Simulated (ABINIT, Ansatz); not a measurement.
# H6PbCNCl3 (Pm): one start, several treatments of the self-energy

Aim: compare treatments of exchange, screening and correlation for the gap of H6PbCNCl3 (Pm).

Program: ABINIT 10.8.3. Level of theory: PBEsol and many-body steps on it, plane waves. Results are calculated unless marked as measured.

## 1. Set-up

It takes space group Pm (No. 6, monoclinic). The conventional cell has a = 5.753 Å, b = 5.765 Å, c = 5.855 Å, α = 90.00°, β = 90.03°, γ = 90.00°. Nearest to H lie 1 C at 1.09 Å. H has 1 C at 1.09 Å nearest. Nearest to H lie 1 N at 1.04 Å. H has 1 N at 1.04 Å nearest. Pb has 6 Cl at 2.88 to 2.99 Å nearest. Nearest to C lie 3 H at 1.09 Å and 1 N at 1.49 Å. Farther neighbours and most contacts between anions are not listed.

The cell and positions are those that the Materials Project relaxed with its own functionals (PBE, PBE+U or r2SCAN), kept fixed. Spin-orbit coupling is left out unless a step names it.

## 2. Empty states on the mesh, 2×2×2 mesh, 668 bands

This step: ABINIT 10.8.3; DFT, PBEsol, plane waves, norm-conserving pseudopotentials.

The sums over transitions need many empty states on a uniform mesh; this step solves for them.

Input file run.abi:

```
acell 3*1.0 Angstrom
rprim 
  5.752832000000 0.000000000000 0.000000000000
  0.000000000000 5.764671000000 0.000000000000
  -0.002604000000 0.000000000000 5.855201000000
ntypat 5
znucl 1 82 6 7 17
natom 12
typat 1 1 1 1 1 1 2 3 4 5 5 5
xred 
  0.879476000000 0.500000000000 0.790423000000
  0.813252000000 0.344072000000 0.047387000000
  0.813252000000 0.655928000000 0.047387000000
  0.229661000000 0.354316000000 0.978538000000
  0.229661000000 0.645684000000 0.978538000000
  0.170957000000 0.500000000000 0.216412000000
  0.473988000000 0.000000000000 0.483874000000
  0.894268000000 0.500000000000 0.976848000000
  0.144932000000 0.500000000000 0.040731000000
  0.427891000000 0.000000000000 0.975558000000
  0.429192000000 0.500000000000 0.520036000000
  0.971826000000 0.000000000000 0.439660000000
pp_dirpath "pseudos"
pseudos "H.upf, Pb.upf, C.upf, N.upf, Cl.upf"
ecut 37
ngkpt 2 2 2
nshiftk 1
shiftk 0 0 0
kptopt 1
chksymbreak 0
iscf -2
irdden 1
istwfk *1
nband 668
nbdbuf 60
tolwfr 1e-09
nstep 60
prtvol 0
indata_prefix "in"
outdata_prefix "out"
tmpdata_prefix "tmp"
```

On the command line:

```console
> OMP_NUM_THREADS=1 mpirun -n 16 abinit run.abi > log
```

Numbers of over 12 decimals in the logs are rounded to 6 here.

Log:

```text
.Version 10.8.3 of ABINIT. v10.8.2 released Aug 2026.

 Symmetries : space group Pm (#  6); Bravais mP (primitive monocl.)
[... echo of the input left out ...]
== DATASET  1 ==================================================================
-   mpi_nproc: 16, omp_nthreads: 1 (-1 if OMP is not activated)
-    --> not optimal distribution: autoparal keyword recommended in input file <--

--- !DatasetInfo
iteration_state: {dtset: 1, }
dimensions: {natom: 12, nkpt: 8, mband: 668, nsppol: 1, nspinor: 1, nspden: 1, mpw: 14134, }
cutoff_energies: {ecut:  37.0, pawecutdg:  -1.0, }
[...]
4.43803    4.44062    4.44105    4.44903    4.46165    4.46708    4.47156    4.47639
   4.47711    4.47887    4.48940    4.49028    4.49137    4.49794    4.50256    4.51573
   4.51947    4.52353    4.52918    4.53495
 prteigrs : prtvol=0 or 1, do not print more k-points.

== END DATASET(S) ==============================================================
================================================================================

 -outvars: echo values of variables after computation  --------
            nband         668
             nkpt           8
          spgroup           6
 [... the other variables as echoed above ...]

 Calculation completed.
```

The job ended after 28 min (16 MPI ranks of Intel Xeon Platinum 8259CL at 2.50GHz (Skylake/Cascade Lake), shared host; peak memory 2.9 GiB).

This step gave:

- gap: 2.463 eV
- k of the valence top: 0.5, 0.5, 0.5
- k of the conduction bottom: 0.5, 0.5, 0.5
- least direct gap: 2.463 eV
- k points computed: 8
- lowest point of the top converged band, above the valence top: 114.1093 eV

On this mesh the gap is 2.463 eV.

The density comes from a self-consistent run that is not shown.

## 3. Screening, 2×2×2 mesh, 265 bands, screening to 141.5 eV

The RPA dielectric matrix is built and inverted for each q.

This step: RPA screening on PBEsol, plane waves, norm-conserving pseudopotentials.

Changes to run.abi since step 2:

```diff
@@ -30,10 +30,11 @@
 chksymbreak 0
-iscf -2
-irdden 1
 istwfk *1
-nband 668
-nbdbuf 60
-tolwfr 1e-09
-nstep 60
-prtvol 0
+occopt 1
+irdwfk 1
+optdriver 3
+nband 265
+ecuteps 5.2
+inclvkb 2
+awtr 1
+symchi 1
 indata_prefix "in"
```

Log:

```text
.Version 10.8.3 of ABINIT. v10.8.2 released Aug 2026.

 Symmetries : space group Pm (#  6); Bravais mP (primitive monocl.)
[... echo of the input left out ...]
== DATASET  1 ==================================================================
-   mpi_nproc: 16, omp_nthreads: 1 (-1 if OMP is not activated)

--- !DatasetInfo
iteration_state: {dtset: 1, }
dimensions: {natom: 12, nkpt: 8, mband: 265, nsppol: 1, nspinor: 1, nspden: 1, mpw: 14134, }
cutoff_energies: {ecut:  37.0, pawecutdg:  -1.0, }
electrons: {nelect:   5.80000000E+01, charge:   0.00000000E+00, occopt:   1.00000000E+00, tsmear:   1.00000000E-02, }

 SCREENING: Calculation of the susceptibility and dielectric matrices

 Based on a program developped by R.W. Godby, V. Olevano, G. Onida, and L. Reining.
 Incorporated in ABINIT by V. Olevano, G.-M. Rignanese, and M. Torrent.
.Using double precision arithmetic ; gwpc =  8

[... cell and pseudopotentials left out ...]
--------------------------------------------------------------------------------

 ==== K-mesh for the wavefunctions ====
 Number of points in the irreducible wedge :     8
[... list of points left out ...]
 Together with  2 symmetry operations and time-reversal symmetry
 yields     8 points in the full Brillouin Zone.

 ==== Q-mesh for the screening function ====
 Number of points in the irreducible wedge :     8
[... list of points left out ...]
 Together with  2 symmetry operations and time-reversal symmetry
 yields     8 points in the full Brillouin Zone.

 setmesh: FFT mesh size selected  =    45x   45x   45
          total number of points  =        91125

 vcoul_init : cutoff-mode = AUXILIARY_FUNCTION
 q-points for optical limit:   1
     1)      0.000010    0.000020    0.000030

- screening: taking advantage of time-reversal symmetry
- Maximum band index for partially occupied states nbvw = 29
- Remaining bands to be divided among processors   nbcw = 236
- Number of bands treated by each node ~14

 Number of electrons calculated from density =   58.0000; Expected =   58.0000
 average of density, n =  0.044262
 r_s =    1.7537
 omega_plasma =   20.2942 [eV]

 calculating chi0 at frequencies [eV] :
  1    0.000000E+00    0.000000E+00
  2    0.000000E+00    2.029422E+01

--------------------------------------------------------------------------------
  q-point number  1        q = ( 0.000000, 0.000000, 0.000000) [r.l.u.]
--------------------------------------------------------------------------------
[... chi0 elements left out ...]
 For q-point:  0.000010 0.000020 0.000030
  dielectric constant =   4.8758
  dielectric constant without local fields =   5.5952

  Average fulfillment of the sum rule on Im[epsilon] for q-point    1 :     71.96  [%]
[... wings left out ...]
  q-point number  2        q = ( 0.500000, 0.000000, 0.000000) [r.l.u.]
--------------------------------------------------------------------------------
[... chi0 elements left out ...]
  Average fulfillment of the sum rule on Im[epsilon] for q-point    2 :     76.67  [%]

 [... 6 further q-points ...]
```

The job ended after 4 min (16 MPI ranks; peak memory 13 GiB; 63 min of CPU time).

Numbers from this step:

```
ε∞ with local fields, on this mesh, along the program's q direction : 4.876
the same without local fields                                       : 5.595
plasma frequency                                                    : 20.29 eV
plane waves in the screening matrix                                 : 739
```

Local fields lower ε∞ by 13 %. On a Γ-centred mesh this coarse the value itself is usually too large, while a short band sum pulls it down.

## 4. G0W0, Godby-Needs plasmon pole

The self-energy is evaluated for the states that the input lists, and the levels follow from it, in one-shot runs by the linearised quasiparticle equation.

This step: G0W0 on PBEsol, plane waves, norm-conserving pseudopotentials.

Changes to run.abi since step 3:

```diff
@@ -33,8 +33,17 @@
 irdwfk 1
-optdriver 3
+optdriver 4
 nband 265
+gwcalctyp 0
+ecutsigx 37
+symsigma 1
+nkptgw 2
+kptgw 
+  0.5000000000 0.5000000000 0.5000000000
+  0.0000000000 0.0000000000 0.0000000000
+bdgw 
+  28 31
+  28 31
 ecuteps 5.2
-inclvkb 2
-awtr 1
-symchi 1
+irdscr 1
+ppmodel 1
 indata_prefix "in"
```

Log:

```text
.Version 10.8.3 of ABINIT. v10.8.2 released Aug 2026.

 Symmetries : space group Pm (#  6); Bravais mP (primitive monocl.)
[... echo of the input left out ...]
== DATASET  1 ==================================================================
-   mpi_nproc: 16, omp_nthreads: 1 (-1 if OMP is not activated)

--- !DatasetInfo
iteration_state: {dtset: 1, }
dimensions: {natom: 12, nkpt: 8, mband: 265, nsppol: 1, nspinor: 1, nspden: 1, mpw: 14134, }
cutoff_energies: {ecut:  37.0, pawecutdg:  -1.0, }
electrons: {nelect:   5.80000000E+01, charge:   0.00000000E+00, occopt:   1.00000000E+00, tsmear:   1.00000000E-02, }

 SIGMA: Calculation of the GW corrections

 Based on a program developped by R.W. Godby, V. Olevano, G. Onida, and L. Reining.
 Incorporated in ABINIT by V. Olevano, G.-M. Rignanese, and M. Torrent.
.Using double precision arithmetic ; gwpc =  8

[... cell and pseudopotentials left out ...]
--------------------------------------------------------------------------------

 ==== K-mesh for the wavefunctions ====
 Number of points in the irreducible wedge :     8
[... list of points left out ...]
 Together with  2 symmetry operations and time-reversal symmetry
 yields     8 points in the full Brillouin Zone.

 ==== Q-mesh for screening function ====
 Number of points in the irreducible wedge :     8
[... list of points left out ...]
 Together with  2 symmetry operations and time-reversal symmetry
 yields     8 points in the full Brillouin Zone.

 vcoul_init : cutoff-mode = AUXILIARY_FUNCTION
 q-points for optical limit:   1
     1)      0.000010    0.000020    0.000030
 setmesh: FFT mesh size selected  =    60x   60x   64
          total number of points  =       230400

 Number of electrons calculated from density =   58.0000; Expected =   58.0000
 average of density, n =  0.044262
 r_s =    1.7537
 omega_plasma =   20.2942 [eV]

 === KS Band Gaps ===
  >>>> For spin  1
   Minimum direct gap =   2.4631 [eV], located at k-point      :   0.5000  0.5000  0.5000
   Fundamental gap    =   2.4631 [eV], Top of valence bands at :   0.5000  0.5000  0.5000
                                       Bottom of conduction at :   0.5000  0.5000  0.5000
 SIGMA fundamental parameters:
 PLASMON POLE MODEL  1
 number of plane-waves for SigmaX                14083
 number of plane-waves for SigmaC and W            739
 number of plane-waves for wavefunctions         14083
 number of bands                                   265
 number of independent spin polarizations            1
 number of spinorial components                      1
 number of k-points in IBZ                           8
 number of q-points in IBZ                           8
 number of symmetry operations                       2
 number of k-points in BZ                            8
 number of q-points in BZ                            8
 number of frequencies for dSigma/dE                 9
 frequency step for dSigma/dE [eV]                0.25
 number of omega for Sigma on real axis              0
 max omega for Sigma on real axis  [eV]           0.00
 zcut for avoiding poles [eV]                     0.10

 EPSILON^-1 parameters (SCR file):
 dimension of the eps^-1 matrix on file            739
 dimension of the eps^-1 matrix used               739
 number of plane-waves for wavefunctions         14083
 number of bands                                   265
 number of q-points in IBZ                           8
 number of frequencies                               2
 number of real frequencies                          1
 number of imag frequencies                          1

 matrix elements of self-energy operator (all in [eV])

 Perturbative Calculation

--- !SelfEnergy_ee
iteration_state: {dtset: 1, }
kpoint     : [   0.500,    0.500,    0.500, ]
spin       : 1
KS_gap     :    2.463
QP_gap     :    4.105
Delta_QP_KS:    1.641
data: !SigmaeeData |
     Band     E0 <VxcDFT>   SigX SigC(E0)      Z dSigC/dE  Sig(E)    E-E0       E
       28  -0.548 -13.932 -18.306   2.828   0.772  -0.295 -15.126  -1.194  -1.742
       29   0.627 -15.051 -17.601   1.639   0.790  -0.265 -15.771  -0.719  -0.092
       30   3.091 -10.596  -6.392  -3.081   0.821  -0.217  -9.674   0.922   4.013
       31   3.113 -10.532  -6.307  -3.085   0.822  -0.216  -9.595   0.937   4.050

--- !SelfEnergy_ee
iteration_state: {dtset: 1, }
kpoint     : [   0.000,    0.000,    0.000, ]
spin       : 1
KS_gap     :    5.799
QP_gap     :    7.679
Delta_QP_KS:    1.880
data: !SigmaeeData |
     Band     E0 <VxcDFT>   SigX SigC(E0)      Z dSigC/dE  Sig(E)    E-E0       E
       28  -0.725 -13.651 -18.066   2.854   0.771  -0.296 -14.855  -1.204  -1.928
       29  -0.698 -13.665 -18.067   2.844   0.771  -0.297 -14.867  -1.202  -1.900
       30   5.101  -7.648  -3.631  -3.213   0.842  -0.188  -6.971   0.678   5.779
       31   6.045 -11.497  -6.923  -3.393   0.804  -0.244 -10.548   0.949   6.994

== END DATASET(S) ==============================================================
================================================================================

 -outvars: echo values of variables after computation  --------
           etotal      0.0000000000E+00
            nband         265
             nkpt           8
          spgroup           6
 [... the other variables as echoed above ...]

 Calculation completed.
```

Run time: 42 s. Hardware: 16 MPI ranks; peak memory 9.6 GiB.

This step gave:

```yaml
g0w0_gap_on_the_points_computed: 4.105 eV
starting_gap_on_the_mesh: 2.463 eV
k_of_the_valence_top: 0.5, 0.5, 0.5
k_of_the_conduction_bottom: 0.5, 0.5, 0.5
z_at_the_valence_top: 0.79
z_at_the_conduction_bottom: 0.821
least_direct_g0w0_gap_on_the_computed_points: 4.105 eV
```

The gap on the mesh goes from 2.46 eV to 4.10 eV, a correction of +1.64 eV.

## 5. G0W0, Hybertsen-Louie plasmon pole

Changes to run.abi since step 4:

```diff
@@ -47,3 +47,3 @@
 irdscr 1
-ppmodel 1
+ppmodel 2
 indata_prefix "in"
```

Log:

```text
.Version 10.8.3 of ABINIT. v10.8.2 released Aug 2026.

 Symmetries : space group Pm (#  6); Bravais mP (primitive monocl.)
[... echo of the input left out ...]
== DATASET  1 ==================================================================
-   mpi_nproc: 16, omp_nthreads: 1 (-1 if OMP is not activated)

--- !DatasetInfo
iteration_state: {dtset: 1, }
dimensions: {natom: 12, nkpt: 8, mband: 265, nsppol: 1, nspinor: 1, nspden: 1, mpw: 14134, }
cutoff_energies: {ecut:  37.0, pawecutdg:  -1.0, }
electrons: {nelect:   5.80000000E+01, charge:   0.00000000E+00, occopt:   1.00000000E+00, tsmear:   1.00000000E-02, }

 SIGMA: Calculation of the GW corrections

 Based on a program developped by R.W. Godby, V. Olevano, G. Onida, and L. Reining.
 Incorporated in ABINIT by V. Olevano, G.-M. Rignanese, and M. Torrent.
.Using double precision arithmetic ; gwpc =  8

[... cell and pseudopotentials left out ...]
--------------------------------------------------------------------------------

 ==== K-mesh for the wavefunctions ====
 Number of points in the irreducible wedge :     8
[... list of points left out ...]
 Together with  2 symmetry operations and time-reversal symmetry
 yields     8 points in the full Brillouin Zone.

 ==== Q-mesh for screening function ====
 Number of points in the irreducible wedge :     8
[... list of points left out ...]
 Together with  2 symmetry operations and time-reversal symmetry
 yields     8 points in the full Brillouin Zone.

 vcoul_init : cutoff-mode = AUXILIARY_FUNCTION
 q-points for optical limit:   1
     1)      0.000010    0.000020    0.000030
 setmesh: FFT mesh size selected  =    60x   60x   64
          total number of points  =       230400

 Number of electrons calculated from density =   58.0000; Expected =   58.0000
[...]
number of omega for Sigma on real axis              0
 max omega for Sigma on real axis  [eV]           0.00
 zcut for avoiding poles [eV]                     0.10

 EPSILON^-1 parameters (SCR file):
 dimension of the eps^-1 matrix on file            739
 dimension of the eps^-1 matrix used               739
 number of plane-waves for wavefunctions         14083
 number of bands                                   265
 number of q-points in IBZ                           8
 number of frequencies                               2
 number of real frequencies                          1
 number of imag frequencies                          1

 matrix elements of self-energy operator (all in [eV])

 Perturbative Calculation

--- !SelfEnergy_ee
iteration_state: {dtset: 1, }
kpoint     : [   0.500,    0.500,    0.500, ]
spin       : 1
KS_gap     :    2.463
QP_gap     :    4.297
Delta_QP_KS:    1.834
data: !SigmaeeData |
     Band     E0 <VxcDFT>   SigX SigC(E0)      Z dSigC/dE  Sig(E)    E-E0       E
       28  -0.548 -13.932 -18.306   2.509   0.831  -0.203 -15.482  -1.550  -2.098
       29   0.627 -15.051 -17.601   1.291   0.844  -0.185 -16.113  -1.061  -0.434
       30   3.091 -10.596  -6.392  -3.312   0.866  -0.155  -9.823   0.773   3.863
[...]
--- !SelfEnergy_ee
iteration_state: {dtset: 1, }
kpoint     : [   0.000,    0.000,    0.000, ]
spin       : 1
KS_gap     :    5.799
QP_gap     :    7.815
Delta_QP_KS:    2.016
data: !SigmaeeData |
     Band     E0 <VxcDFT>   SigX SigC(E0)      Z dSigC/dE  Sig(E)    E-E0       E
[...]
30   5.101  -7.648  -3.631  -3.500   0.877  -0.140  -7.194   0.454   5.555
       31   6.045 -11.497  -6.923  -3.495   0.861  -0.162 -10.568   0.929   6.973

== END DATASET(S) ==============================================================
================================================================================

 -outvars: echo values of variables after computation  --------
           etotal      0.0000000000E+00
            nband         265
             nkpt           8
          spgroup           6
 [... the other variables as echoed above ...]

 Calculation completed.
```

Run time: 43 s. Hardware: 16 MPI ranks; peak memory 8.6 GiB.

This step gave:

| Quantity | Value |
| --- | --- |
| G0W0 gap on the points computed | 4.278 eV |
| starting gap on the mesh | 2.463 eV |
| k of the valence top | 0.5, 0.5, 0.5 |
| k of the conduction bottom | 0.5, 0.5, 0.5 |
| Z at the valence top | 0.844 |
| Z at the conduction bottom | 0.865 |
| least direct G0W0 gap on the computed points | 4.278 eV |

Against G0W0 in ABINIT (2×2×2 mesh, 265 bands, screening to 141.5 eV, Godby-Needs plasmon pole), the gap moves by +0.173 eV.

## 6. G0W0, Engel-Farid plasmon pole

Changes to run.abi since step 5:

```diff
@@ -47,3 +47,3 @@
 irdscr 1
-ppmodel 2
+ppmodel 4
 indata_prefix "in"
```

Log:

```text
.Version 10.8.3 of ABINIT. v10.8.2 released Aug 2026.

 Symmetries : space group Pm (#  6); Bravais mP (primitive monocl.)
[... echo of the input left out ...]
== DATASET  1 ==================================================================
-   mpi_nproc: 16, omp_nthreads: 1 (-1 if OMP is not activated)

--- !DatasetInfo
iteration_state: {dtset: 1, }
dimensions: {natom: 12, nkpt: 8, mband: 265, nsppol: 1, nspinor: 1, nspden: 1, mpw: 14134, }
cutoff_energies: {ecut:  37.0, pawecutdg:  -1.0, }
[...]
Band     E0 <VxcDFT>   SigX SigC(E0)      Z dSigC/dE  Sig(E)    E-E0       E
[...]
30   5.101  -7.648  -3.631  -3.293   0.846  -0.182  -7.035   0.613   5.714
       31   6.045 -11.497  -6.923  -3.503   0.813  -0.230 -10.626   0.871   6.916

== END DATASET(S) ==============================================================
================================================================================

 -outvars: echo values of variables after computation  --------
           etotal      0.0000000000E+00
            nband         265
             nkpt           8
          spgroup           6
 [... the other variables as echoed above ...]

 Calculation completed.
```

Wall time 66 s (16 MPI ranks); peak memory 7.5 GiB.

Numbers from this step:

```
G0W0 gap on the points computed              : 4.206 eV
starting gap on the mesh                     : 2.463 eV
k of the valence top                         : 0.5, 0.5, 0.5
k of the conduction bottom                   : 0.5, 0.5, 0.5
least direct G0W0 gap on the computed points : 4.206 eV
```

Against G0W0 in ABINIT (2×2×2 mesh, 265 bands, screening to 141.5 eV, Godby-Needs plasmon pole), the gap moves by +0.101 eV.

[end of part 1 of 2]

[Paths, hosts, dates, memory and timing lines, banners, echoed tables and standing remarks are left out of the program output.]

[Logs are printed without paths, hosts, clocks, repeated set-up lines and the standing remarks that a program may print on its own settings, such as how far it seeks lower states.]

[Runs of the session that timed out or met a known fault of the program may be left out.]

[Hosts, paths, dates, database ids (printed as entryN), source tags and the programs' standing remarks are cut or masked in the printed files.]

[G0W0 gaps are taken among the corrected bands and points alone; a level outside them can change the order at an edge.]

[Where Ansatz stands beside ABINIT at settings called matched, ABINIT's density can come from a denser mesh and the files from another edition; pairs whose starting gaps differed by over 0.03 eV were left out, so agreement reads better than it is.]
